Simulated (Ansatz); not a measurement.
# K (Im-3m, 1 atom in the cell): the cell at rest

Aim: bring K (Im-3m, 1 atom in the cell) to small forces and stress, as phonons need.

Main program and level: Ansatz 0.2.0; DFT PBE, scalar-relativistic, plane waves, PAW.

The database entry behind the starting cell lists a temperature near 5 K, so it need not match the best structure at ambient conditions.

### 1. Set-up

Symmetry: Im-3m, No. 229, cubic system. The conventional cell has a = 5.225 Å, b = 5.225 Å, c = 5.225 Å, α = 90.00°, β = 90.00°, γ = 90.00°. K has 8 K at 4.52 Å nearest.

Coordinates:

```cif
data_structure
_symmetry_space_group_name_H-M 'P 1'
_symmetry_Int_Tables_number 1
_cell_length_a 4.5250
_cell_length_b 4.5250
_cell_length_c 4.5250
_cell_angle_alpha 109.471
_cell_angle_beta 109.471
_cell_angle_gamma 109.471
_cell_volume 71.32
loop_
_atom_site_label
_atom_site_type_symbol
_atom_site_fract_x
_atom_site_fract_y
_atom_site_fract_z
_atom_site_occupancy
K1 K 0.00000 0.00000 0.00000 1
```

### 2. A coarse first look

A quick single point on a coarse mesh tells whether the cell has a gap and how far it is from rest, which sets the k mesh and smearing that follow.

Contents of input.yaml:

```yaml
crystal:
  lattice:
    - [-2.6125, 2.6125, 2.6125]
    - [2.6125, -2.6125, 2.6125]
    - [2.6125, 2.6125, -2.6125]
  atoms:
    - { symbol: K, position: [0.0, 0.0, 0.0] }
kpoints:
  mp_grid: { grid: [6, 6, 6] }
hamiltonian:
  xc: pbe
scf:
  occupations: { method: gaussian, width: 0.1 }
output:
  forces: true
  stress: true
  eigenvalues: true
```

On the command line:

```
$ ansatz run input.yaml --threads 4 --pin off --max-ram 7168MiB --backend cpu --events-out ev --progress --plain --runs-dir out
```

Numbers of over 12 decimals in the logs are rounded to 6 here.

What it wrote:

```text
Engine: ansatz 0.2.0, aarch64-unknown-linux-gnu
Pseudopotentials: kind: paw
Pseudopotential: K, paw, valence charge 9, recommended cutoff 420 eV (normal), K.paw.azcp
Functional definition: PBE
  parameter kappa = 0.804
  parameter beta = 0.066725
  exchange = pbe_x(kappa = kappa, mu = beta*pi^2/3)
  correlation = pbe_c(beta = beta)
Crystal: 1 atoms, lattice volume = 71.323 Å³
[...]
k-point 0: bands = ["-30.2214", "-13.6696", "-13.6696", "-13.6696", "-0.3120", "6.2016", "6.2016", "6.2016", "7.1179"]
  k-point 1: bands = ["-30.2202", "-13.6887", "-13.6759", "-13.6696", "0.0381", "5.5718", "5.8206", "6.4821", "6.8730"]
  k-point 2: bands = ["-30.2178", "-13.7264", "-13.6886", "-13.6695", "1.0229", "4.0605", "5.2760", "6.9686", "7.1843"]
  k-point 15: bands = ["-30.2129", "-13.7238", "-13.7238", "-13.7238", "3.5449", "3.5449", "5.4430", "5.4430", "5.4430"]
[key lines of the parts left out:]
SCF converged after 6 iterations
Free energy (F): -1537.768289 eV
Fermi energy:    1.909647 eV
P = ⅓ Tr σ = 0.1570 GPa (1.570 kbar)
```

Elapsed: 0.27 s, on 4 threads of Arm Neoverse V2, shared host; peak memory 0.27 GiB; 0.72 s of CPU time.

This step gave:

```
pressure          : 0.1570 GPa
volume per atom   : 71.32 Å³
gap on the k-mesh : 0 eV
```

The coarse mesh shows no gap and a pressure of 0.2 GPa.

### 3. Relaxation

The cell and atoms are relaxed, since residual forces and stress would shift the frequencies.

input.yaml, the sections that differ from step 2:

```yaml
kpoints:
  mp_grid: { grid: [12, 12, 12] }
output:
  forces: true
  stress: true
  eigenvalues: true
  write_density: true
  write_potential: true
  elf: true
  volumetric_format: npy
relax:
  adjacent_minimum: "off"
  f_tol: 0.005
  max_steps: 80
  cell: { stress_tol: 0.05 }
# crystal, hamiltonian, scf: as in step 2
```

What it wrote:

```text
[...]
Crystal: 1 atoms, lattice volume = 71.323 Å³
Basis set: ecut = 420 eV, 1433 PW (Γ), exchange–correlation on 64×64×64 points (8 copies of the dense FFT grid, shifted against one another)
Bands: 9, of which v1, the nominal top of the filled ones, is band 5 counted from 1 (4 counted from 0)
Symmetry: 48 space group operations
[...]
k-points: 72 of 1728
[...]
SCF iter   1: F=—  HF=-1537.784197 eV  |F-HF|=—  |Δ(HF+E_count)|=         —  Δρ=2.91e-4  dr2=3.16e-5  ethr=1.77e-3  ⟨swp⟩=5.2  Hψ=4718  notcnv=0
[...]
SCF iter   6: F=-1537.784096 eV  HF=-1537.784096 eV  |F-HF|=7.62e-10  |Δ(HF+E_count)|=   1.36e-8  Δρ=7.68e-7  dr2=5.39e-10  ethr=7.01e-10  ⟨swp⟩=5.8  Hψ=3411  notcnv=0
SCF 1 converged in 6 iterations: F = -1537.784096 eV  dr2 = 5.39e-10
[...]
relax step   1: F+E_penalty+E_count = -1537.78409579 eV  Δ(F+E_penalty+E_count) = +0.000e0 eV  max|allowed force component| = 0.000e0 eV/Å  Δτ_max = 0.0000 Å  P = +0.129 GPa  Ω = 71.323 Å³  (6 SCF iters, dr2 threshold 1.00e-7 eV, accepted)
Crystal: 1 atoms, lattice volume = 71.597 Å³
[...]
iter 1 solved again at ethr=3.56e-9 eV; its pass at ethr=3.10e-3 eV (dr2=3.21e-7 eV) is discarded
[...]
SCF iter   3: F=-1537.784302 eV  HF=-1537.784302 eV  |F-HF|=7.37e-10  |Δ(HF+E_count)|=   1.83e-8  Δρ=2.22e-6  dr2=8.41e-9  ethr=4.62e-10  ⟨swp⟩=5.0  Hψ=3032  notcnv=0
SCF 2 converged in 3 iterations: F = -1537.784302 eV  dr2 = 8.41e-9
relax step   2: F+E_penalty+E_count = -1537.78430248 eV  Δ(F+E_penalty+E_count) = -2.067e-4 eV  max|allowed force component| = 0.000e0 eV/Å  Δτ_max = 0.0000 Å  P = +0.113 GPa  Ω = 71.597 Å³  energy of the carried Pulay correction = -6.435e-7 eV  (3 SCF iters, dr2 threshold 4.16e-8 eV, accepted)
Crystal: 1 atoms, lattice volume = 73.676 Å³
[...]
SCF iter   4: F=-1537.785049 eV  HF=-1537.785049 eV  |F-HF|=1.46e-8  |Δ(HF+E_count)|=   4.16e-8  Δρ=4.16e-6  dr2=1.18e-8  ethr=3.58e-10  ⟨swp⟩=5.2  Hψ=3119  notcnv=0
SCF 3 converged in 4 iterations: F = -1537.785049 eV  dr2 = 1.18e-8
relax step   3: F+E_penalty+E_count = -1537.78504908 eV  Δ(F+E_penalty+E_count) = -7.466e-4 eV  max|allowed force component| = 0.000e0 eV/Å  Δτ_max = 0.0000 Å  P = +0.005 GPa  Ω = 73.676 Å³  energy of the carried Pulay correction = -5.446e-6 eV  (4 SCF iters, dr2 threshold 3.22e-8 eV, accepted)
[...]
SCF iter   1: F=—  HF=-1537.785054 eV  |F-HF|=—  |Δ(HF+E_count)|=         —  Δρ=8.24e-6  dr2=1.33e-8  ethr=2.35e-7  ⟨swp⟩=3.2  Hψ=6704  notcnv=0
eigensolver tolerance schedule: the retry pair's looser diagonalisation over-reported the residual by 1581.63 of it (diagonalisation noise at 0.14 of the residual, at the tolerance the schedule requests for it); recorded, not acted on — ethr = c·dr2/N_el stays at c = 1.0e-1
[...]
SCF iter   2: F=—  HF=-1537.785054 eV  |F-HF|=—  |Δ(HF+E_count)|=   4.92e-7  Δρ=4.56e-6  dr2=5.84e-9  ethr=1.48e-10  ⟨swp⟩=2.3  Hψ=974  notcnv=0
[...]
SCF iter   5: F=-1537.785054 eV  HF=-1537.785054 eV  |F-HF|=2.27e-13  |Δ(HF+E_count)|=  2.27e-13  Δρ=6.29e-8  dr2=6.09e-12  ethr=1.00e-12  ⟨swp⟩=4.5  Hψ=1984  notcnv=0
SCF 4 converged in 5 iterations: F = -1537.785054 eV  dr2 = 6.09e-12
relax step   4: F+E_penalty+E_count = -1537.78505426 eV  Δ(F+E_penalty+E_count) = -5.178e-6 eV  max|allowed force component| = 0.000e0 eV/Å  Δτ_max = 0.0000 Å  P = +0.005 GPa  Ω = 73.676 Å³  stress off target by 4.72e-3 GPa  SCF on the basis re-selected at this cell (its energy is not comparable with the rows above)  (5 SCF iters)
basis re-selected at this cell: Δ(F+E_penalty+E_count) = -5.178e-6 eV, ΔP = -0.000 GPa vs the last step (what re-selecting the basis moved, of the pressure what is left beyond the Pulay correction that the steps carried, after the strain that the cell walked since its last selection, with what the two solves' SCF thresholds leave and, on support functions, any second-order correction that the steps lacked; it is no measure of the basis error at this ecutwfc). This SCF's stress stands 4.72e-3 GPa from its target on what of the cell is left free (relax.cell.stress_tol is 5.00e-2 GPa) and its largest allowed force component is 0.00e0 eV/Å (relax.f_tol is 5.00e-3 eV/Å): [rest of the remark cut]
SCF converged after 5 iterations
Free energy (F): -1537.785054 eV
[...]
Internal energy: -1537.780144 eV  (E = F + TS)
E sigma→0 (E₀):  -1537.782599 eV
Entropy (-TS):   -0.004910 eV (-4.910 meV/atom)
Fermi energy:    1.741119 eV
[...]
--- Stress (GPa, compression-positive) ---
        0.004725      -0.000000      -0.000000
       -0.000000       0.004725       0.000000
       -0.000000       0.000000       0.004725
  P = ⅓ Tr σ = 0.0047 GPa (0.047 kbar)
--- Band table (eV; the first three rows and the last of 72) ---
[...]
--- Relaxed structure (3 steps of the walk, 3 accepted, 1 SCFs on fresh bases) ---
  F+E_penalty+E_count = -1537.78505426 eV   max|allowed force component| = 0.000e0 eV/Å   (the final SCF, on the basis selected at the relaxed cell)
  cell:  # Å, volume = 73.6764 Å³
    - [-2.640925, 2.640925, 2.640925]
    - [2.640925, -2.640925, 2.640925]
    - [2.640925, 2.640925, -2.640925]
  atoms:
    - { symbol: K, position: [0.0, 0.0, 0.0] }
```

Elapsed: 2.5 s, on 4 threads; peak memory 0.35 GiB; 9 s of CPU time.

Relaxation path:

| step | energy less that of the first step (eV) | largest force component (eV/Å) | pressure (GPa) | volume (Å³) |
| --- | --- | --- | --- | --- |
| 1 | 0.0000 | 0.0000 | 0.13 | 71.32 |
| 2 | -0.0002 | 0.0000 | 0.11 | 71.60 |
| 3 | -0.0010 | 0.0000 | 0.00 | 73.68 |
| 4* | -0.0010 | 0.0000 | 0.00 | 73.68 |

Relaxation steps marked * repeat the geometry before them on a plane-wave basis chosen anew for their cell, so energy and pressure can jump there.

| conventional cell, symmetrised | before | after | change |
| --- | --- | --- | --- |
| a (Å) | 5.225 | 5.282 | +1.1 % |
| b (Å) | 5.225 | 5.282 | +1.1 % |
| c (Å) | 5.225 | 5.282 | +1.1 % |
| volume (Å³/atom) | 71.32 | 73.68 | +3.3 % |

Final coordinates:

```xyz
1
Lattice="-2.6409 2.6409 2.6409 2.6409 -2.6409 2.6409 2.6409 2.6409 -2.6409" Properties=species:S:1:pos:R:3 pbc="T T T"
K     0.0000    0.0000    0.0000
```

This step gave:

```yaml
pressure: 0.004725 GPa
volume_per_atom: 73.68 Å³
```

Electrostatic potential energy in the ac plane of the conventional cell at fractional y = 0.000, with atoms of K within 0.2 Å of it. With pseudopotentials it is smooth inside the atoms' cores, unlike the true potential.

Values in eV, 15 rows by 15 columns, each cell a mean:
```
-41 -38 -17  -3   1   3   4   4   4   3   2   0  -8 -30 -41
-33 -23  -8  -1   2   3   4   4   4   4   3   1  -4 -15 -30
-10  -6  -2   1   3   3   4   4   4   4   3   2   0  -4  -8
 -1   0   1   2   3   4   4   4   4   4   3   3   2   1   0
  2   2   3   3   4   4   4   4   4   4   4   3   3   3   2
  3   3   4   4   4   4   4   4   4   4   4   4   4   4   3
  4   4   4   4   4   4   4   4   4   4   4   4   4   4   4
  4   4   4   4   4   4   4   4   4   4   4   4   4   4   4
  4   4   4   4   4   4   4   4   4   4   4   4   4   4   4
  3   3   3   4   4   4   4   4   4   4   4   4   3   3   3
  1   2   2   3   3   4   4   4   4   4   4   3   3   2   1
 -3  -2   0   2   3   4   4   4   4   4   3   2   1  -1  -3
-20 -13  -4   0   2   3   4   4   4   4   3   1  -2  -8 -17
-40 -32 -13  -2   2   3   4   4   4   3   2   0  -6 -23 -38
-41 -40 -20  -3   1   3   4   4   4   3   2  -1 -10 -33 -41
```
Columns run along a (5.3 Å; values clipped at the 3rd and 97th percentile), rows up along c (5.3 Å), edges of the conventional cell, whose origin can differ from the input's. Atoms in or near the plane, at fractional coordinates: K at (0.00, 0.00).

ELF in the ac plane of the conventional cell at fractional y = 0.000, with atoms of K within 0.2 Å of it. It is the smooth field of the valence electrons, not physical close to the nuclei.

Values, 15 rows by 15 columns, each cell a mean:
```
0.74 0.84 0.79 0.41 0.08 0.08 0.28 0.46 0.39 0.15 0.05 0.20 0.66 0.86 0.80
0.86 0.84 0.65 0.24 0.05 0.11 0.33 0.48 0.43 0.20 0.05 0.10 0.46 0.79 0.86
0.69 0.57 0.31 0.09 0.06 0.19 0.41 0.51 0.48 0.29 0.10 0.05 0.17 0.46 0.66
0.23 0.16 0.07 0.05 0.13 0.32 0.48 0.53 0.51 0.41 0.21 0.07 0.05 0.10 0.20
0.05 0.05 0.07 0.15 0.30 0.44 0.51 0.52 0.52 0.48 0.37 0.21 0.10 0.05 0.05
0.14 0.17 0.24 0.35 0.45 0.50 0.50 0.50 0.50 0.50 0.48 0.41 0.29 0.20 0.15
0.38 0.40 0.45 0.50 0.52 0.51 0.49 0.48 0.48 0.50 0.52 0.51 0.48 0.43 0.39
0.45 0.47 0.50 0.52 0.53 0.51 0.49 0.47 0.48 0.50 0.52 0.53 0.51 0.48 0.46
0.27 0.30 0.37 0.45 0.50 0.51 0.50 0.49 0.49 0.50 0.51 0.48 0.41 0.33 0.28
0.07 0.09 0.14 0.25 0.39 0.48 0.51 0.51 0.51 0.50 0.44 0.32 0.19 0.11 0.08
0.08 0.06 0.05 0.08 0.21 0.39 0.50 0.53 0.52 0.45 0.30 0.13 0.06 0.05 0.08
0.45 0.33 0.14 0.05 0.08 0.25 0.45 0.52 0.50 0.35 0.15 0.05 0.09 0.24 0.41
0.82 0.75 0.48 0.14 0.05 0.14 0.37 0.50 0.45 0.24 0.07 0.07 0.31 0.65 0.79
0.83 0.86 0.75 0.33 0.06 0.09 0.30 0.47 0.40 0.17 0.05 0.16 0.57 0.84 0.84
0.65 0.83 0.82 0.45 0.08 0.07 0.27 0.45 0.38 0.14 0.05 0.23 0.69 0.86 0.74
```
Columns run along a (5.3 Å), rows up along c (5.3 Å), edges of the conventional cell, whose origin can differ from the input's. Atoms in or near the plane, at fractional coordinates: K at (0.00, 0.00).

Valence density in the ac plane of the conventional cell at fractional y = 0.000, with atoms of K within 0.2 Å of it. It is the smooth field of the valence electrons, not physical close to the nuclei.

Values in e/Å³, 15 rows by 15 columns, each cell a mean:
```
4.0 2.9 1.0 0.2 0.0 0.0 0.0 0.0 0.0 0.0 0.0 0.1 0.5 2.0 3.7
2.3 1.4 0.5 0.1 0.0 0.0 0.0 0.0 0.0 0.0 0.0 0.1 0.2 0.9 2.0
0.6 0.4 0.1 0.0 0.0 0.0 0.0 0.0 0.0 0.0 0.0 0.0 0.1 0.2 0.5
0.1 0.1 0.0 0.0 0.0 0.0 0.0 0.0 0.0 0.0 0.0 0.0 0.0 0.1 0.1
0.0 0.0 0.0 0.0 0.0 0.0 0.0 0.0 0.0 0.0 0.0 0.0 0.0 0.0 0.0
0.0 0.0 0.0 0.0 0.0 0.0 0.0 0.0 0.0 0.0 0.0 0.0 0.0 0.0 0.0
0.0 0.0 0.0 0.0 0.0 0.0 0.0 0.0 0.0 0.0 0.0 0.0 0.0 0.0 0.0
0.0 0.0 0.0 0.0 0.0 0.0 0.0 0.0 0.0 0.0 0.0 0.0 0.0 0.0 0.0
0.0 0.0 0.0 0.0 0.0 0.0 0.0 0.0 0.0 0.0 0.0 0.0 0.0 0.0 0.0
0.0 0.0 0.0 0.0 0.0 0.0 0.0 0.0 0.0 0.0 0.0 0.0 0.0 0.0 0.0
0.0 0.0 0.0 0.0 0.0 0.0 0.0 0.0 0.0 0.0 0.0 0.0 0.0 0.0 0.0
0.2 0.1 0.1 0.0 0.0 0.0 0.0 0.0 0.0 0.0 0.0 0.0 0.0 0.1 0.2
1.2 0.7 0.2 0.1 0.0 0.0 0.0 0.0 0.0 0.0 0.0 0.0 0.1 0.5 1.0
3.3 2.2 0.7 0.1 0.0 0.0 0.0 0.0 0.0 0.0 0.0 0.1 0.4 1.4 2.9
4.2 3.3 1.2 0.2 0.0 0.0 0.0 0.0 0.0 0.0 0.0 0.1 0.6 2.3 4.0
```
Columns run along a (5.3 Å), rows up along c (5.3 Å), edges of the conventional cell, whose origin can differ from the input's. Atoms in or near the plane, at fractional coordinates: K at (0.00, 0.00).

In this step the volume went from 71.32 to 73.68 Å³/atom.

### 4. Tight relaxation

Phonons need a cell at rest on their own settings, so the relaxation is repeated with tight tolerances on forces and stress on the k mesh and occupations of the first response run.

Contents of input.yaml:

```yaml
crystal:
  lattice:
    - [-2.6409252701, 2.6409252701, 2.6409252701]
    - [2.6409252701, -2.6409252701, 2.6409252701]
    - [2.6409252701, 2.6409252701, -2.6409252701]
  atoms:
    - { symbol: K, position: [0.0, 0.0, 0.0] }
kpoints:
  mp_grid: { grid: [12, 12, 12] }
hamiltonian:
  xc: pbe
scf:
  occupations: { method: methfessel_paxton, width: 0.15 }
output:
  forces: true
  stress: true
  eigenvalues: true
relax:
  adjacent_minimum: "off"
  f_tol: 0.001
  max_steps: 60
  cell: { stress_tol: 0.01 }
```

What it wrote:

```text
[...]
Crystal: 1 atoms, lattice volume = 73.676 Å³
Basis set: ecut = 420 eV, 1433 PW (Γ), exchange–correlation on 64×64×64 points (8 copies of the dense FFT grid, shifted against one another)
Bands: 9, of which v1, the nominal top of the filled ones, is band 5 counted from 1 (4 counted from 0)
[... 1 set-up line as in the run before ...]
[...]
k-points: 72 of 1728
[...]
P = ⅓ Tr σ = 0.0032 GPa (0.032 kbar)
--- Band table (eV; the first three rows and the last of 72) ---
[...]
--- Relaxed structure (1 steps of the walk, 1 accepted, 1 SCFs on fresh bases) ---
[...]
cell:  # Å, volume = 73.6764 Å³
    - [-2.6409252701, 2.6409252701, 2.6409252701]
    - [2.6409252701, -2.6409252701, 2.6409252701]
    - [2.6409252701, 2.6409252701, -2.6409252701]
  atoms:
    - { symbol: K, position: [0.0, 0.0, 0.0] }
[key lines of the parts left out:]
SCF converged after 6 iterations
Free energy (F): -1537.783022 eV
Fermi energy:    1.739196 eV
```

It took 1.4 s on 4 threads; peak memory 0.35 GiB.

Little changed from the start: no atom moved by 0.005 Å and no cell edge by 0.1 %.

Numbers from this step:

```
pressure : 0.003169 GPa
```

The forces vanish by symmetry and the pressure is 0.003 GPa, within the tolerances set. The cell now holds 73.68 Å³/atom.

### 5. Summary of results

```yaml
space_group_after_relaxation_within_0p01_a: Im-3m
lattice_constant_a: 5.282 Å
lattice_constant_b: 5.282 Å
lattice_constant_c: 5.282 Å
volume_per_atom: 73.7 Å³
```

**Reading.** The forces vanish by symmetry and the pressure is 0.003 GPa, within the tolerances set. The cell now holds 73.68 Å³/atom. The relaxation keeps the symmetry of its start, so it says nothing on stability against lower symmetry.

[Logs are printed without paths, hosts, clocks, repeated set-up lines and the standing remarks that a program may print on its own settings, such as how far it seeks lower states.]

[Hosts, paths, dates, database ids (printed as entryN), source tags and the programs' standing remarks are cut or masked in the printed files.]
